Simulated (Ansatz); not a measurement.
# H on Co(0001): change of the work function, part 2 of 2

How does H on the fcc site change the work function of Co(0001) as the layer fills?

Ansatz 0.2.0; plane-wave DFT, PBE, Ansatz PAW.

So far, work function, upper face (eV): step 2 (the clean slab) 4.93; step 3 (37 atoms, coverage 0.111 ML, cell 3x3) 4.93; step 4 (17 atoms, coverage 0.25 ML, cell 2x2) 4.91.

## Step 5: Adsorbate added, k-mesh 6×6×1, coverage 0.5 ML

System of this step: H/Co(0001). The cell holds 18 atoms: 16 Co and 2 H. Its edges and angles: a = 5.020 Å, b = 5.020 Å, c = 24.744 Å, α = 90.0°, β = 90.0°, γ = 60.0°. Vacuum lies along c.

Contents of input.yaml:

```yaml
crystal:
  lattice:
    - [5.02, 0.0, 0.0]
    - [2.51, 4.347447527, 0.0]
    - [0.0, 0.0, 24.744055234]
  atoms:
    - { symbol: Co, position: [0.3333333333, 0.3333333333, 0.3637237274], spin: 1.82 }
    - { symbol: Co, position: [0.0, 0.0, 0.4459903559], spin: 1.76 }
    - { symbol: Co, position: [0.3333333333, 0.3333333333, 0.5286527272], spin: 1.74 }
    - { symbol: Co, position: [0.0, 0.0, 0.6072745419], spin: 1.79 }
    - { symbol: Co, position: [0.3333333333, 0.8333333333, 0.3637237274], spin: 1.82 }
    - { symbol: Co, position: [0.0, 0.5, 0.4459903559], spin: 1.76 }
    - { symbol: Co, position: [0.3333333333, 0.8333333333, 0.5286527272], spin: 1.74 }
    - { symbol: Co, position: [0.0, 0.5, 0.6072745419], spin: 1.79 }
    - { symbol: Co, position: [0.8333333333, 0.3333333333, 0.3637237274], spin: 1.82 }
    - { symbol: Co, position: [0.5, 0.0, 0.4459903559], spin: 1.76 }
    - { symbol: Co, position: [0.8333333333, 0.3333333333, 0.5286527272], spin: 1.74 }
    - { symbol: Co, position: [0.5, 0.0, 0.6072745419], spin: 1.79 }
    - { symbol: Co, position: [0.8333333333, 0.8333333333, 0.3637237274], spin: 1.82 }
    - { symbol: Co, position: [0.5, 0.5, 0.4459903559], spin: 1.76 }
    - { symbol: Co, position: [0.8333333333, 0.8333333333, 0.5286527272], spin: 1.74 }
    - { symbol: Co, position: [0.5, 0.5, 0.6072745419], spin: 1.79 }
    - { symbol: H, position: [0.1666666667, 0.1666666667, 0.6362762726] }
    - { symbol: H, position: [0.6666666667, 0.1666666667, 0.6362762726] }
magnetization:
  spin_polarized: true
kpoints:
  mp_grid: { grid: [6, 6, 1] }
hamiltonian:
  xc: pbe
scf:
  occupations: { method: fermi_dirac, width: 0.1 }
  convergence: { dr2_threshold: 1.0e-08 }
efield:
  axis: 3
  dipole_correction: true
  ramp_position: 0.97
  ramp_width: 0.06
relax:
  f_tol: 0.02
  max_steps: 60
  constraints: [{ sites: [0, 1, 4, 5, 8, 9, 12, 13] }]
output:
  dos: { projected: true, e_range: [-8, 4] }
  write_potential: true
  write_density: true
  volumetric_format: npy
  elf: true
```

Command:

```bash
> ansatz run input.yaml --threads 4 --pin off --max-ram 16384MiB --backend cpu --events-out ev --progress --plain --runs-dir out
```

It took 9.3 min on 4 threads of Arm Neoverse V2, shared host; peak memory 3.6 GiB.

The steps of the relaxation:

```tsv
step	energy less that of the first step (eV)	largest force component (eV/Å)
1	0.0000	1.0312
2	-0.1590	0.6007
3	-0.2406	0.0627
4	-0.2421	0.0226
5	-0.2424	0.0066
```

The run keeps the 4 symmetry operations that the program found, so distortions that break them were not tested.

The atoms that moved most (Å):

```tsv
atom	dx	dy	dz	length
H18	0.000	-0.034	0.227	0.230
H17	0.000	-0.034	0.227	0.230
Co4	0.000	-0.009	0.030	0.031
Co12	0.000	-0.009	0.030	0.031
Co16	0.000	0.016	-0.002	0.016
Co8	0.000	0.016	-0.002	0.016
Co3	0.000	0.000	-0.007	0.007
Co11	0.000	0.000	-0.007	0.007
```

The relaxed structure:

```cif
data_structure
_symmetry_space_group_name_H-M 'P 1'
_symmetry_Int_Tables_number 1
_cell_length_a 5.0200
_cell_length_b 5.0200
_cell_length_c 24.7441
_cell_angle_alpha 90.000
_cell_angle_beta 90.000
_cell_angle_gamma 60.000
_cell_volume 540.02
loop_
_atom_site_label
_atom_site_type_symbol
_atom_site_fract_x
_atom_site_fract_y
_atom_site_fract_z
_atom_site_occupancy
Co1 Co 0.33333 0.33333 0.36372 1
Co2 Co 0.00000 0.00000 0.44599 1
Co3 Co 0.33337 0.33327 0.52836 1
Co4 Co 0.00104 0.99793 0.60849 1
Co5 Co 0.33333 0.83333 0.36372 1
Co6 Co 0.00000 0.50000 0.44599 1
Co7 Co 0.33320 0.83361 0.52851 1
Co8 Co 0.99819 0.50362 0.60721 1
Co9 Co 0.83333 0.33333 0.36372 1
Co10 Co 0.50000 0.00000 0.44599 1
Co11 Co 0.83337 0.33327 0.52836 1
Co12 Co 0.50104 0.99793 0.60849 1
Co13 Co 0.83333 0.83333 0.36372 1
Co14 Co 0.50000 0.50000 0.44599 1
Co15 Co 0.83320 0.83361 0.52851 1
Co16 Co 0.49819 0.50362 0.60721 1
H17 H 0.17059 0.15881 0.64545 1
H18 H 0.67059 0.15881 0.64545 1
```

The relaxation took 5 steps and lowered the energy by 0.24 eV; the largest force on the free atoms ends at 0.0066 eV/Å.

The covered face has 4.92 eV, -0.00 eV against the clean one; the bare back face has moved by -0.01 eV, a measure of how thin the slab is.

## Step 6: The covered slab, k-mesh 12×12×1, coverage 1 ML

System of this step: H/Co(0001). The cell holds 5 atoms: 4 Co and 1 H. Cell: a = 2.510 Å, b = 2.510 Å, c = 24.744 Å, α = 90.0°, β = 90.0°, γ = 60.0°. Vacuum lies along c.

input.yaml, the sections that differ from step 5:

```yaml
crystal:
  lattice:
    - [2.51, 0.0, 0.0]
    - [1.255, 2.1737237635, 0.0]
    - [0.0, 0.0, 24.744055234]
  atoms:
    - { symbol: Co, position: [0.6666666667, 0.6666666667, 0.3637237274], spin: 1.82 }
    - { symbol: Co, position: [0.0, 0.0, 0.4459903559], spin: 1.76 }
    - { symbol: Co, position: [0.6666666667, 0.6666666667, 0.5286527272], spin: 1.74 }
    - { symbol: Co, position: [0.0, 0.0, 0.6072745419], spin: 1.79 }
    - { symbol: H, position: [0.3333333333, 0.3333333333, 0.6362762726] }
kpoints:
  mp_grid: { grid: [12, 12, 1] }
relax:
  f_tol: 0.02
  max_steps: 60
  constraints: [{ sites: [0, 1] }]
output:
  write_potential: true
  write_density: true
  volumetric_format: npy
# magnetization, hamiltonian, scf, efield: as in step 5
```

Elapsed: 31 s, on 4 threads; peak memory 0.57 GiB; 2 min of CPU time.

Step by step:

```tsv
step	energy less that of the first step (eV)	largest force component (eV/Å)
1	0.0000	0.9135
2	-0.0631	0.5273
3	-0.0921	0.0553
4	-0.0924	0.0049
```

Forces are held to the 6 operations that the program found; a distortion that breaks them can't arise in this run.

The atoms that moved most (Å):

```tsv
atom	dx	dy	dz	length
H5	0.000	0.000	0.204	0.204
Co4	0.000	0.000	0.027	0.027
Co3	0.000	0.000	-0.020	0.020
```

The relaxed structure:

```xyz
5
Lattice="2.5100 0.0000 0.0000 1.2550 2.1737 0.0000 0.0000 0.0000 24.7441" Properties=species:S:1:pos:R:3
Co    2.5100    1.4491    9.0000
Co    0.0000    0.0000   11.0356
Co    2.5100    1.4491   13.0613
Co    0.0000    0.0000   15.0535
H     1.2550    0.7246   15.9481
```

The relaxation took 4 steps and lowered the energy by 0.092 eV; the largest force on the free atoms ends at 0.0049 eV/Å.

The covered face has 4.88 eV, -0.05 eV against the clean one; the bare back face has moved by +0.00 eV, a measure of how thin the slab is.

## Step 7: Work function against coverage

This step: plane-wave DFT, PBE, Ansatz PAW; work function against coverage (Ansatz 0.2.0).

The runs are now put side by side.

Numbers from this step:

```yaml
work_function_of_the_clean_face: 4.925 eV
largest_change_of_the_work_function: -0.04515 eV
```

Work function of the covered face against coverage:

```tsv
coverage (adsorbates/nm²)	work function of the covered face (eV)
0.00	4.93
2.04	4.93
4.58	4.91
9.16	4.92
18.33	4.88
```

The dipole per adsorbate comes from the change of the cell's dipole. Coverage, by row:

```tsv
coverage (1/nm²)	coverage (ML)	work function (eV)	change (eV)	dipole per adsorbate, positive end outwards (debye)	mean height of the added atoms over the highest substrate atom (Å)
2.036	0.1111	4.926	8.01e-4	-0.012	0.9497
4.582	0.25	4.915	-0.01055	0	0.9348
9.164	0.5	4.925	-5.71e-4	-0.002	0.9147
18.33	1	4.88	-0.04515	0.007	0.8946
```

## Step 8: Summary of results

| Item | Value |
| --- | --- |
| work function of the clean face | 4.93 eV |
| work function at 0.11 ML | 4.93 eV |
| work function at 0.25 ML | 4.91 eV |
| work function at 0.5 ML | 4.92 eV |
| work function at 1 ML | 4.88 eV |
| dipole per adsorbate at 0.11 ML, positive end outwards | -0.01 D |

In words: H changes the work function of Co(0001) by less than 0.15 eV at every coverage run, which is within the error of so thin a slab. The slab has 4 layers, at the tabulated experimental lattice constant, one starting site was run, and quantum-size effects of a slab this thin can reach one or two tenths of an eV. The magnetic order is the one reached from the typed start; other orders were not compared.

[Long decimals in the printed logs are rounded to 6 places.]

[Logs are printed without paths, hosts, clocks, repeated set-up lines and the standing remarks that a program may print on its own settings, such as how far it seeks lower states.]

[Hosts, paths, dates, database ids (printed as entryN), source tags and the programs' standing remarks are cut or masked in the printed files.]

[Maps of the electrostatic potential energy from Ansatz leave out the sawtooth potential of an applied field or a dipole correction, so their vacuum need not be flat; planar profiles and work functions include it.]
